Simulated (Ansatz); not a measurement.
# SrZn3, from a guessed structure to a relaxed one, part 2 of 2

Starting from a made-up structure for SrZn3, the aim is the relaxed cell, its shortest contacts and, where a second run follows, its electronic structure.

Ansatz 0.2.0; DFT, PBE, plane-wave PAW, files of the set soft_1, scalar-relativistic, no spin, cell and ions relaxed at zero pressure; PAW set soft_1 (the session's first sound run).

So far: The structure; Relaxation of the guess. The relaxed cell has a = 7.100, c = 4.302 Å (conventional setting).

### 3. Bands of the relaxed cell

With the geometry fixed, one more self-consistent run, with a narrower smearing and the mesh shown in its input, gives the bands, and its pressure, and its forces where symmetry allows any, show how far the geometry depends on these settings.

This step: DFT, PBE, plane-wave PAW, files of the set soft_1, scalar-relativistic, no spin, bands and density of states at the relaxed cell; PAW set soft_1 (Ansatz 0.2.0).

Input file input.yaml:

```yaml
crystal:
  lattice:
    - [7.0995030521, 0.0, 0.0]
    - [-3.5497515261, 6.1483499974, 0.0]
    - [0.0, 0.0, 4.3015835315]
  atoms:
    - { symbol: Sr, position: [0.6666666667, 0.3333333333, 0.25] }
    - { symbol: Sr, position: [0.3333333333, 0.6666666667, 0.75] }
    - { symbol: Zn, position: [0.8715469143, 0.1284530857, 0.75] }
    - { symbol: Zn, position: [0.2569061715, 0.1284530857, 0.75] }
    - { symbol: Zn, position: [0.8715469143, 0.7430938285, 0.75] }
    - { symbol: Zn, position: [0.1284530857, 0.8715469143, 0.25] }
    - { symbol: Zn, position: [0.7430938285, 0.8715469143, 0.25] }
    - { symbol: Zn, position: [0.1284530857, 0.2569061715, 0.25] }
kpoints:
  mp_grid: { grid: [6, 6, 8] }
  band_path:
    path:
      - [[0.0, 0.0, 0.0], [0.5, 0.0, 0.0], [0.33333333, 0.33333333, 0.0], [0.0, 0.0, 0.0], [0.0, 0.0, 0.5], [0.5, 0.0, 0.5], [0.33333333, 0.33333333, 0.5], [0.0, 0.0, 0.5]]
      - [[0.5, 0.0, 0.5], [0.5, 0.0, 0.0]]
      - [[0.33333333, 0.33333333, 0.0], [0.33333333, 0.33333333, 0.5]]
    npoints: 8
scf:
  occupations: { method: fermi_dirac, width: 0.03 }
  n_extra_bands: 12
hamiltonian:
  xc: pbe
  pseudopotentials: { kind: paw, azcp: { folder: soft_1 } }
output:
  forces: true
  stress: true
  write_bands: true
  dos: { projected: true }
  write_density: true
  write_potential: true
  elf: true
  volumetric_format: npy
```

Run with:

```
$ ansatz run input.yaml --threads 4 --pin off --max-ram 10240MiB --backend cpu --events-out ev --progress --plain --runs-dir out
```

Numbers of over 12 decimals in the logs are rounded to 6 here.

The log of the run:

```text
[...]
Crystal: 8 atoms, lattice volume = 187.765 Å³
Basis set: ecut = 420 eV, 3669 PW (Γ), exchange–correlation on 96×96×60 points (8 copies of the dense FFT grid, shifted against one another)
Bands: 58, of which v1, the nominal top of the filled ones, is band 46 counted from 1 (45 counted from 0)
Symmetry: 24 space group operations
[...]
k-points: 35 of 288
[...]
SCF iter   1: F=—  HF=-27008.830786 eV  |F-HF|=—  |Δ(HF+E_count)|=         —  Δρ=8.52e-2  dr2=2.17e1  ethr=3.10e-3  ⟨swp⟩=9.1  Hψ=10642  notcnv=0  defer=4
[...]
SCF iter  10: F=-27004.129023 eV  HF=-27004.129023 eV  |F-HF|=6.98e-9  |Δ(HF+E_count)|=   3.98e-9  Δρ=2.22e-6  dr2=2.38e-8  ethr=1.09e-10  ⟨swp⟩=20.1  Hψ=18865  notcnv=0
SCF 1 converged in 10 iterations: F = -27004.129023 eV  dr2 = 2.38e-8
[...]
NSCF: frozen V_eff on 75 k-points
SCF converged after 10 iterations
Free energy (F): -27004.129023 eV
[...]
Internal energy: -27004.117403 eV  (E = F + TS)
E sigma→0 (E₀):  -27004.123213 eV
Entropy (-TS):   -0.011620 eV (-1.453 meV/atom)
Fermi energy:    7.901212 eV
[...]
--- Forces (eV/Å), atoms counted from 1 ---
  atom   1  Sr     0.00000000     0.00000000    -0.00000000
  atom   2  Sr    -0.00000000    -0.00000000     0.00000000
  atom   3  Zn     0.04333162    -0.02501752     0.00000000
  atom   4  Zn    -0.04333162    -0.02501752     0.00000000
  atom   5  Zn    -0.00000000     0.05003504    -0.00000000
  atom   6  Zn    -0.04333162     0.02501752     0.00000000
  atom   7  Zn     0.04333162     0.02501752    -0.00000000
  atom   8  Zn     0.00000000    -0.05003504     0.00000000
  max |Σ_I F_I| component: 0.00e0 eV/Å
--- Stress (GPa, compression-positive) ---
       -0.368496       0.000000      -0.000000
        0.000000      -0.368496      -0.000000
       -0.000000      -0.000000       1.173832
  P = ⅓ Tr σ = 0.1456 GPa (1.456 kbar)
--- Band table (eV; the first three rows and the last of 35) ---
  k-point 0: bands = [... 42 lower, 6.1328, 6.1328, 6.9427, 7.7646, 9.5204, 10.3429, 10.3429, 10.8895, ... 8 higher]
  k-point 1: bands = [... 42 lower, 6.1739, 6.2030, 6.2030, 7.5400, 9.3115, 9.3115, 10.2296, 10.2296, ... 8 higher]
  k-point 2: bands = [... 42 lower, 6.0043, 6.3785, 6.3785, 7.8753, 7.9103, 7.9103, 9.1845, 9.1845, ... 8 higher]
  k-point 34: bands = [... 42 lower, 4.9230, 4.9230, 7.7968, 7.7968, 8.2003, 8.2003, 8.6197, 8.6197, ... 8 higher]
```

Elapsed: 15 s, on 4 threads of Arm Neoverse V2, shared host; peak memory 0.87 GiB.

The column dr2 measures how far the density is from self-consistency, as an energy; F and HF (Harris–Foulkes) agree once it is small.

Numbers from this step:

```
free energy             : -27004.1290 eV
energy at zero smearing : -27004.1232 eV
smearing term TS        : 0.01162 eV
Fermi energy            : 7.901 eV
pressure                : 0.1456 GPa
```

bands.tsv at the labelled points (eV, zero at the Fermi level; the bands that come nearest the Fermi level along the path):

```
point  band 43  band 44  band 45  band 46  band 47  band 48  band 49  band 50
    Γ    -1.77    -1.77    -0.96    -0.14     1.62     2.44     2.44     2.99
    M    -0.94    -0.29    -0.06     0.22     0.49     1.02     1.38     1.90
    K    -1.92    -0.31    -0.30     0.75     1.19     1.19     1.29     2.12
    Γ    -1.77    -1.77    -0.96    -0.14     1.62     2.44     2.44     2.99
    A    -2.63    -2.63    -0.33    -0.33    -0.32    -0.32    -0.32    -0.32
    L    -2.78    -2.78    -0.66    -0.66     0.46     0.46     0.97     0.97
    H    -2.98    -2.98    -0.10    -0.10     0.30     0.30     0.72     0.72
    A    -2.63    -2.63    -0.33    -0.33    -0.32    -0.32    -0.32    -0.32
    L    -2.78    -2.78    -0.66    -0.66     0.46     0.46     0.97     0.97
    M    -0.94    -0.29    -0.06     0.22     0.49     1.02     1.38     1.90
    K    -1.92    -0.31    -0.30     0.75     1.19     1.19     1.29     2.12
    H    -2.98    -2.98    -0.10    -0.10     0.30     0.30     0.72     0.72
```

States per cell as run, both spins, in windows of 1 eV, from dos.tsv (zero at the Fermi level):

| from | to | total |
| --- | --- | --- |
| -8 | -7 | 32.16 |
| -7 | -6 | 28.53 |
| -6 | -5 | 0.89 |
| -5 | -4 | 2.68 |
| -4 | -3 | 1.70 |
| -3 | -2 | 2.12 |
| -2 | -1 | 3.13 |
| -1 | 0 | 3.50 |
| 0 | 1 | 4.61 |
| 1 | 2 | 2.85 |
| 2 | 3 | 3.10 |
| 3 | 4 | 5.27 |

A further 17.1 states lie below the table's range.

Force by atom:

```
atom  x (eV/Å)  y (eV/Å)  z (eV/Å)    size
 Sr1    0.0000    0.0000    0.0000  0.0000
 Sr2    0.0000    0.0000    0.0000  0.0000
 Zn3    0.0433   -0.0250    0.0000  0.0500
 Zn4   -0.0433   -0.0250    0.0000  0.0500
 Zn5    0.0000    0.0500    0.0000  0.0500
 Zn6   -0.0433    0.0250    0.0000  0.0500
 Zn7    0.0433    0.0250    0.0000  0.0500
 Zn8    0.0000   -0.0500    0.0000  0.0500
```

ELF in the ab plane at fractional z = 0.250, with atoms of Sr and Zn within 0.2 Å of it. It is the smooth field of the valence electrons, not physical close to the nuclei.

Values, 10 rows by 16 columns, each cell a mean:
```
0.19 0.11 0.04 0.05 0.19 0.33 0.36 0.25 0.31 0.35 0.23 0.10 0.03 0.07 0.17 0.22
0.12 0.01 0.02 0.13 0.30 0.39 0.29 0.30 0.41 0.26 0.11 0.01 0.03 0.14 0.23 0.21
0.19 0.17 0.25 0.36 0.36 0.22 0.19 0.34 0.41 0.27 0.19 0.17 0.22 0.27 0.29 0.23
0.34 0.36 0.36 0.28 0.18 0.15 0.19 0.31 0.39 0.37 0.31 0.25 0.20 0.18 0.22 0.30
0.21 0.27 0.32 0.35 0.36 0.34 0.30 0.25 0.19 0.13 0.12 0.22 0.27 0.16 0.07 0.11
0.29 0.36 0.32 0.29 0.31 0.38 0.35 0.16 0.09 0.43 0.73 0.76 0.83 0.63 0.12 0.09
0.27 0.15 0.07 0.07 0.19 0.30 0.24 0.08 0.52 0.78 0.34 0.42 0.81 0.41 0.10 0.26
0.13 0.01 0.01 0.09 0.22 0.28 0.12 0.14 0.72 0.82 0.75 0.70 0.32 0.12 0.24 0.24
0.16 0.12 0.17 0.23 0.29 0.27 0.13 0.07 0.25 0.35 0.25 0.13 0.19 0.27 0.29 0.21
0.22 0.21 0.21 0.20 0.23 0.30 0.28 0.13 0.08 0.15 0.25 0.27 0.23 0.20 0.21 0.23
```
Columns run along a (7.1 Å), rows up along b (7.1 Å). Atoms in or near the plane, at fractional coordinates: Sr at (0.67, 0.33), Zn at (0.13, 0.87), Zn at (0.74, 0.87), Zn at (0.13, 0.26).

Electrostatic potential energy in the ab plane at fractional z = 0.250, with atoms of Sr and Zn within 0.2 Å of it. With pseudopotentials it is smooth inside the atoms' cores, unlike the true potential.

Ten even steps from '_' (-74 eV) to '@' (11 eV), each cell a mean:
```
@@%%++====##@@@@@@@@@@@@@@@@**====**%%@@
%%++....--##@@@@@@@@@@@@@@**::__::**@@@@
**::__..++%%@@@@@@@@@@@@##==__..==##@@@@
**----++%%@@@@@@@@@@@@@@##==::==##@@@@@@
##**##%%@@@@@@@@@@@@@@@@%%****%%@@@@@@@@
@@@@@@@@@@@@@@@@@@@@@@@@@@@@@@@@@@@@@@@@
@@@@@@@@@@@@@@@@@@@@@@@@@@@@@@@@@@@@@@@@
@@@@@@@@@@@@@@@@@@@@@@@@@@@@@@@@@@@@@@@@
@@@@@@@@@@@@@@@@@@@@@@@@@@@@@@@@@@@@@@@@
@@@@@@@@@@@@@@@@@@@@@@@@@@%%####%%@@@@@@
@@@@@@@@@@@@@@@@@@@@@@%%##==::--##%%@@@@
@@@@%%****%%@@@@@@@@@@##::____..##%%@@@@
@@##==--==##@@@@@@@@%%==______--%%@@@@@@
##==..__--##@@@@@@@@##::____::##@@@@@@@@
**::..::**@@@@@@@@@@%%++--==##@@@@@@@@@@
**====**%%@@@@@@@@@@%%%%%%%%@@@@@@@@@@@@
%%##%%@@@@@@@@@@@@@@@@@@@@@@@@@@@@@@@@@@
@@@@@@@@@@@@@@@@@@@@@@@@@@@@@@@@@@@@@@@@
@@@@@@%%##%%@@@@@@@@@@@@@@@@@@%%##%%@@@@
```
Columns run along a (7.1 Å; values clipped at the 3rd and 97th percentile), rows up along b (7.1 Å). Atoms in or near the plane, at fractional coordinates: Sr at (0.67, 0.33), Zn at (0.13, 0.87), Zn at (0.74, 0.87), Zn at (0.13, 0.26).

Valence density in the ab plane at fractional z = 0.250, with atoms of Sr and Zn within 0.2 Å of it. It is the smooth field of the valence electrons, not physical close to the nuclei.

Ten steps, logarithmic in the rise over the least value, from '0' (0 e/Å³) to '9' (27 e/Å³), each cell a mean:
```
11354210000001355310
14896200000013797311
37984100000025995211
36752000000125752101
23210000000122321001
11100000000011100000
00000000000000000000
00000000000000000000
00000000000000000000
00000000000001221000
00011100000124443100
01122110000244543100
12575210001444442000
26995200002454420000
37983100002344210001
35531000001221000001
12210000000000000001
11111000000000000111
00122100000000112110
```
Columns run along a (7.1 Å), rows up along b (7.1 Å). Atoms in or near the plane, at fractional coordinates: Sr at (0.67, 0.33), Zn at (0.13, 0.87), Zn at (0.74, 0.87), Zn at (0.13, 0.26).

### 4. What came out

```json
{
  "space group, relaxed": "P6_3/mmc",
  "conventional cell": "a = 7.100, b = 7.100, c = 4.302 Å; α = 90.0°, β = 90.0°, γ = 120.0°",
  "volume per atom": "23.47 Å³ (guess 21.12)"
}
```

**Reading.** SrZn3 relaxes to P6_3/mmc with a = 7.100, b = 7.100 and c = 4.302 Å. The guessed volume was 10 % too small. The space group P6_3/mmc was held in the relaxation, so the end point is a stationary structure within it and may be a saddle against distortions or other arrangements. Bands cross the Fermi level, so it is a metal or semimetal at this level. On the 6×6×8 mesh with the narrower smearing (relaxed on 5×5×6) the largest force component is 0.050 eV/Å and the largest stress component is 1.174 GPa, against the relaxation's thresholds of 0.015 eV/Å and 0.05 GPa. The cutoff wasn't tested. A vector of the cell changed its length by 12 %, more than the volume shows. No dispersion term is used, so weakly bound directions may come out too long. Nothing here tests whether the compound is stable against decomposition.

[Logs are printed without paths, hosts, clocks, repeated set-up lines and the standing remarks that a program may print on its own settings, such as how far it seeks lower states.]

[Hosts, paths, dates, database ids (printed as entryN), source tags and the programs' standing remarks are cut or masked in the printed files.]
